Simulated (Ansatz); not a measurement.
## Tc of HfC (Fm-3m) from its phonons

Aim: the phonon-mediated transition temperature of HfC (Fm-3m) at ambient pressure, over a range of μ*. The cell shown first is a relaxed one, from steps not shown here.

Main program and level: Ansatz 0.2.0; DFT PBE, scalar-relativistic, plane waves, PAW; PAW set soft_1.

## (1) The cell after earlier relaxation steps

It takes space group Fm-3m (No. 225, cubic). Conventional cell: a = 4.652 Å, b = 4.652 Å, c = 4.652 Å, α = 90.00°, β = 90.00°, γ = 90.00°. Nearest to Hf lie 6 C at 2.33 Å. Nearest to C lie 6 Hf at 2.33 Å. Farther neighbours are not listed.

## (2) Resistivity: q 3×3×3, k 12×12×12, scattering 16×16×16

The run that gives the couplings also evaluates McMillan's and Allen and Dynes's formulas and, where asked, the Eliashberg equations, over a range of μ*.

input.yaml reads:

```yaml
crystal:
  lattice:
    - [0.0, 2.3258159997, 2.3258159997]
    - [2.3258159997, 0.0, 2.3258159997]
    - [2.3258159997, 2.3258159997, 0.0]
  atoms:
    - { symbol: Hf, position: [0.5, 0.5, 0.5] }
    - { symbol: C, position: [0.0, 0.0, 0.0] }
kpoints:
  mp_grid: { grid: [12, 12, 12] }
hamiltonian:
  xc: pbe
  pseudopotentials: { kind: paw, azcp: { folder: soft_1 } }
scf:
  occupations: { method: methfessel_paxton, width: 0.2 }
output:
  eigenvalues: true
phonons:
  method: dfpt
  qmesh: [3, 3, 3]
  temperatures: { t_max: 1000, t_step: 50 }
  qpath:
    path:
      - [[0.0, 0.0, 0.0], [0.5, 0.0, 0.5], [0.625, 0.25, 0.625]]
      - [[0.375, 0.375, 0.75], [0.0, 0.0, 0.0], [0.5, 0.5, 0.5], [0.5, 0.25, 0.75], [0.5, 0.0, 0.5]]
    npoints: 6
  electrical_resistivity:
    mesh: [16, 16, 16]
    temperatures: [20.0, 50.0, 80.0, 100.0, 150.0, 200.0, 273.0, 300.0, 400.0, 500.0, 600.0, 800.0]
  superconductivity: { mesh: [16, 16, 16] }
```

Command:

```console
$ ansatz run input.yaml --threads 16 --pin off --max-ram 92160MiB --backend cuda --events-out ev --progress --plain --runs-dir out --max-vram 78GiB
```

Numbers of over 12 decimals in the logs are rounded to 6 here.

The program printed:

```text
Engine: ansatz 0.2.0, aarch64-unknown-linux-gnu
Pseudopotentials: kind: paw
Pseudopotential: Hf, paw, valence charge 26, recommended cutoff 420 eV (normal), soft_1/Hf.paw.azcp
Pseudopotential: C, paw, valence charge 4, recommended cutoff 420 eV (normal), soft_1/C.paw.azcp
Functional definition: PBE
  parameter kappa = 0.804
  parameter beta = 0.066725
  exchange = pbe_x(kappa = kappa, mu = beta*pi^2/3)
  correlation = pbe_c(beta = beta)
[...]
Crystal: 2 atoms, lattice volume = 25.163 Å³
Basis set: ecut = 420 eV, 531 PW (Γ), exchange–correlation on 48×48×48 points (8 copies of the dense FFT grid, shifted against one another)
Bands: 19, of which v1, the nominal top of the filled ones, is band 15 counted from 1 (14 counted from 0)
Symmetry: 48 space group operations
k-points: 72 of 1728
Non-local potential: Hf, projectors of the file, l = 0: 3, l = 1: 2, l = 2: 2, l = 3: 3
Non-local potential: C, projectors of the file, l = 0: 2, l = 1: 2, l = 2: 1
PAW form: soft (Blöchl's): semilocal exchange-correlation on the pseudo side does not see the compensation charge
PAW one-centre angular grid: Hf, 590 points (default); XC on 64 Gauss nodes
PAW one-centre angular grid: C, 110 points (default); XC on 64 Gauss nodes
Initial density: superposition of atomic densities (chi_scale 0.1, normalization cell, long waves kept (reshape's long-wave potential 0.00 eV rms))
Initial wavefunctions: pseudopotential atomic-orbital guess
[...]
Functional: x = pbe(κ = 0.804, μ = 0.219515), c = pbe(β = 0.066725)
SCF iter   1: F=—  HF=-15975.673896 eV  |F-HF|=—  |Δ(HF+E_count)|=         —  Δρ=9.36e-2  dr2=3.07e0  ethr=3.10e-3  ⟨swp⟩=4.4  Hψ=5821  notcnv=0
preconditioner: auto → Kerker (q_TF=auto, 2.809 Å⁻¹)  [metal: Δε(μ)=0.121 eV  Ē_g=17.640 eV  σ=0.200 eV  W_gap=0.47  n_scr=14 (ndim 8)  ℏωp=39.2 eV  f_vac=0.000  D(μ)=0.20/eV (n_scr^D=0)]
SCF iter   2: F=—  HF=-15975.040099 eV  |F-HF|=—  |Δ(HF+E_count)|=   6.34e-1  S|Δr|=    0.00e0  Δρ=3.43e-2  dr2=3.04e-1  ethr=3.10e-3  ⟨swp⟩=2.2  Hψ=2812  notcnv=0
preconditioner: auto → none  [insulator: Δε(μ)=0.150 eV  Ē_g=18.012 eV  σ=0.200 eV  W_gap=0.58  n_scr=14 (ndim 8)  ℏωp=39.2 eV  f_vac=0.000  D(μ)=0.22/eV (n_scr^D=0)  ε∞_Penn≈5.7]
SCF iter   3: F=—  HF=-15974.987241 eV  |F-HF|=—  |Δ(HF+E_count)|=   5.29e-2  S|Δr|=    0.00e0  Δρ=1.08e-2  dr2=1.72e-2  ethr=1.01e-3  ⟨swp⟩=2.2  Hψ=2648  notcnv=0
[...]
SCF iter   9: F=-15974.986234 eV  HF=-15974.986234 eV  |F-HF|=1.82e-12  |Δ(HF+E_count)|=  3.40e-10  S|Δr|=    0.00e0  Δρ=1.36e-7  dr2=1.88e-12  ethr=1.00e-12  ⟨swp⟩=10.7  Hψ=14239  notcnv=0
SCF 1 converged in 9 iterations: F = -15974.986234 eV  dr2 = 1.88e-12
  greatest PAW one-centre occupation: 0.999 electrons in one spin orbital (limit 2), on the Hf atom at site 0 (counted from 0), in its partial waves of l = 0
[...]
iter 1 solved again at ethr=5.15e-9 eV; its pass at ethr=3.10e-3 eV (dr2=1.54e-6 eV) is discarded
SCF iter   1: F=—  HF=-15974.986193 eV  |F-HF|=—  |Δ(HF+E_count)|=         —  Δρ=1.25e-7  dr2=2.06e-12  ethr=5.15e-9  ⟨swp⟩=5.2  Hψ=11954  notcnv=0
eigensolver tolerance schedule: the retry pair's looser diagonalisation over-reported the residual by 750298.82 of it (diagonalisation noise at an unbounded share of the residual, at the tolerance the schedule requests for it); recorded, not acted on — ethr = c·dr2/N_el stays at c = 1.0e-1
[...]
SCF iter   2: F=-15974.986234 eV  HF=-15974.986234 eV  |F-HF|=1.27e-11  |Δ(HF+E_count)|=   4.08e-5  S|Δr|=    0.00e0  Δρ=2.24e-7  dr2=7.54e-12  ethr=1.00e-12  ⟨swp⟩=6.5  Hψ=10256  notcnv=0
SCF 2 converged in 2 iterations: F = -15974.986234 eV  dr2 = 7.54e-12
phonons: the bands overlap, so this run is a metal and interpolates without the dipole-dipole term. If the crystal is really an insulator or semiconductor, its LO-TO splitting is missing
[...]
NSCF: frozen V_eff on 72 k-points, pencils in batches of 32, up to order 76
[...]
NSCF: frozen V_eff on 72 k-points
[...]
SCF 3 converged in 9 iterations: F = -15974.986234 eV  dr2 = 1.88e-12
[...]
SCF converged after 9 iterations
[...]
--- Electrical resistivity: potentials and phonons of a 3×3×3 supercell ---
  scattering by harmonic phonons alone, with no dipole-dipole term; scattering by other electrons, impurities, surfaces and spin disorder is left out, and so is spin–orbit coupling
  the resistivity is that of a variational response, whose dependence on the energy is improved iteratively
  at the Fermi level of each mesh (of a tensor a third of its trace):
           mesh   spin    states/(eV spin)  plasma energy (eV)         λ      λ_tr    ħω_log (meV)
       16×16×16                     0.1418              3.4475    0.1930    0.2187          37.486
          8×8×8                     0.1236              3.2837    0.1783    0.1876          38.769
          4×4×4                    11.9959              3.0350    0.3272   23.4895          38.189
  resistivity on the deck's mesh, µΩ·cm:
     T (K)       trace/3  mesh converged            xx            yy            zz    lowest order   relaxation time
     20.00     7.9937e-3              no     7.9937e-3     7.9937e-3     7.9937e-3       1.7032e-2         1.1100e-2
     50.00     3.3737e-1              no     3.3737e-1     3.3737e-1     3.3737e-1       4.7543e-1         3.3257e-1
     80.00      1.1694e0              no      1.1694e0      1.1694e0      1.1694e0        1.3871e0          1.1104e0
    100.00      1.8620e0              no      1.8620e0      1.8620e0      1.8620e0        2.1514e0          1.7641e0
    150.00      4.1945e0              no      4.1945e0      4.1945e0      4.1945e0        4.8094e0          3.9882e0
    200.00      7.4570e0              no      7.4570e0      7.4570e0      7.4570e0        8.3581e0          7.0995e0
    273.00      1.3159e1              no      1.3159e1      1.3159e1      1.3159e1        1.4203e1          1.2512e1
    300.00      1.5362e1              no      1.5362e1      1.5362e1      1.5362e1        1.6414e1          1.4598e1
    400.00      2.3411e1              no      2.3411e1      2.3411e1      2.3411e1        2.4475e1          2.2220e1
    500.00      3.1038e1              no      3.1038e1      3.1038e1      3.1038e1        3.2194e1          2.9451e1
    600.00      3.8211e1              no      3.8211e1      3.8211e1      3.8211e1        3.9571e1          3.6257e1
    800.00      5.1529e1              no      5.1529e1      5.1529e1      5.1529e1        5.3491e1          4.8897e1
  mean free path at 20 K (of a tensor a third of its trace): 49049 nm by what each carries, 36064 by the Fermi surface alone
  mean free path at 50 K (of a tensor a third of its trace): 1244 nm by what each carries, 855 by the Fermi surface alone
  mean free path at 80 K (of a tensor a third of its trace): 337 nm by what each carries, 247 by the Fermi surface alone
  mean free path at 100 K (of a tensor a third of its trace): 206 nm by what each carries, 155 by the Fermi surface alone
  mean free path at 150 K (of a tensor a third of its trace): 88.6 nm by what each carries, 68.7 by the Fermi surface alone
  mean free path at 200 K (of a tensor a third of its trace): 48.7 nm by what each carries, 38.7 by the Fermi surface alone
  mean free path at 273 K (of a tensor a third of its trace): 26.8 nm by what each carries, 21.9 by the Fermi surface alone
  mean free path at 300 K (of a tensor a third of its trace): 22.8 nm by what each carries, 18.8 by the Fermi surface alone
  mean free path at 400 K (of a tensor a third of its trace): 14.6 nm by what each carries, 12.3 by the Fermi surface alone
  mean free path at 500 K (of a tensor a third of its trace): 10.9 nm by what each carries, 9.29 by the Fermi surface alone
  mean free path at 600 K (of a tensor a third of its trace): 8.79 nm by what each carries, 7.54 by the Fermi surface alone
  mean free path at 800 K (of a tensor a third of its trace): 6.42 nm by what each carries, 5.59 by the Fermi surface alone
  the resistivity times a path that all electrons share, by the Fermi surface of the deck's mesh alone (a third of the trace): 2.883e-15 Ω·m²
  not converged in the mesh (λ; λ_tr; the resistivity at 20 K by 28.75 %; the resistivity at 50 K by 32.61 %; the resistivity at 80 K by 23.98 %; the resistivity at 100 K by 19.28 %; the resistivity at 150 K by 12.89 %; the resistivity at 200 K by 12.75 %; the resistivity at 273 K by 13.49 %; the resistivity at 300 K by 13.23 %; the resistivity at 400 K by 12.35 %; the resistivity at 500 K by 13.61 %; the resistivity [...]
  vibrations of 27 cells: unjudged by the run; compare a larger repeat
  the changes of the potential over all sites missed a rigid shift's by 0.00 % (the site terms' by 0.01 %)
  at the force constants' own smearing the fine mesh and the k-points of their solves give squared frequencies that differ by 3.4 % of the larger at the most, at (0, 0, 0)
--- Superconductivity: potentials and phonons of a 3×3×3 supercell ---
           mesh         λ    ħω_log (meV)  μ* declared at (meV)
       16×16×16    0.1930          37.486               50.916
          8×8×8    0.1783          38.769               52.028
          4×4×4    0.3272          38.189               51.943
  λ by the species' shares of the modes' patterns: Hf 0.0720, C 0.1209
  with the Fermi level up to 84.0 meV (the hardest mode) off, states and modes as they are: density of states 0.1305 to 0.3175 /eV of one spin and cell, λ 0.1698 to 0.2141
  transition temperature on the deck's mesh (K), isotropic and anisotropic, restricted to the Fermi surface (FSR) and over the full bandwidth (FBW), and the last with the density of states resolved in a narrower window:
        μ*   McMillan   Allen–Dynes      iso. FSR      iso. FBW    aniso. FSR    aniso. FBW  narrow window
      0.08      0.002         0.002    none_found    none_found    none_found    none_found     none_found
      0.10      0.000         0.000    none_found    none_found    none_found    none_found     none_found
      0.12      0.000         0.000    none_found    none_found    none_found    none_found     none_found
      0.13      0.000         0.000    none_found    none_found    none_found    none_found     none_found
      0.14      0.000         0.000    none_found    none_found    none_found    none_found     none_found
      0.16      0.000         0.000    none_found    none_found    none_found    none_found     none_found
      0.20          -             -    none_found    none_found    none_found    none_found     none_found
  none_found: no transition down to 0.1 K
  isotope coefficients −∂ln Tc/∂ln M under μ* = 0.13, the force constants as they are, of the isotropic transitions restricted to the Fermi surface and over the full bandwidth: Hf - and -, C - and -
  not converged in the mesh (λ): between neighbouring meshes, the two finest first, λ moves by 7.58 % and 83.52 % and the anisotropic transition temperature over the full bandwidth at μ* = 0.13 by nothing (neither mesh has one) and (not known); converged means that the two finest part by at most 2.00 % and 5.00 %
  vibrations of 27 cells: unjudged by the run; compare a larger repeat
  the changes of the potential over all sites missed a rigid shift's by 0.00 % (the site terms' by 0.01 %)
  at the force constants' own smearing the fine mesh and the k-points of their solves give squared frequencies that differ by 3.4 % of the larger at the most, at (0, 0, 0)
```

Elapsed: 13 s, on 1 × NVIDIA GB200 with 16 threads of Arm Neoverse V2, shared host; peak memory 2.1 GiB; 80 s of CPU time.

Numbers from this step:

```
volume per atom                                                                : 12.58 Å³/atom
metallic on mesh                                                               : yes
gap on the k-mesh                                                              : 0 eV
zero-point energy                                                              : 0.1309 eV/cell
share of imaginary modes in the plain interpolation between solved wavevectors : 0
highest frequency, solved or plainly interpolated                              : 716 cm⁻¹
Debye temperature (second moment)                                              : 756 K
resistivity at 300 K                                                           : 15.36 μΩ cm
coupling constant λ                                                            : 0.193
density of states at the Fermi level                                           : 0.1418 states/eV a spin and cell
log mean phonon energy ħω_log                                                  : 37.49 meV
transport coupling constant λ_tr                                               : 0.2187, 0.2187, 0.2187 (xx, yy, zz)
Drude plasma energy                                                            : 3.447, 3.447, 3.447 eV (xx, yy, zz)
resistivity times mean free path                                               : 28.83, 28.83, 28.83 × 10⁻¹⁶ Ω m² (xx, yy, zz)
second-moment phonon energy ħω₂                                                : 50.92 meV
coupling λ by branch                                                           : 0.0313, 0.0213, 0.0186, 0.0504, 0.041, 0.0304 (branches by rank of frequency)
```

An empty cell: under 1 mK by a formula, or no transition down to the floor of the Eliashberg search. Transition temperatures:

```
  μ*  McMillan Tc (K)  Allen–Dynes Tc (K)
0.08          0.00223             0.00224
 0.1                -                   -
0.12                -                   -
0.13                -                   -
0.14                -                   -
0.16                -                   -
 0.2                -                   -
```

[end of part 1 of 2]

[Logs are printed without paths, hosts, clocks, repeated set-up lines and the standing remarks that a program may print on its own settings, such as how far it seeks lower states.]

[Hosts, paths, dates, database ids (printed as entryN), source tags and the programs' standing remarks are cut or masked in the printed files.]
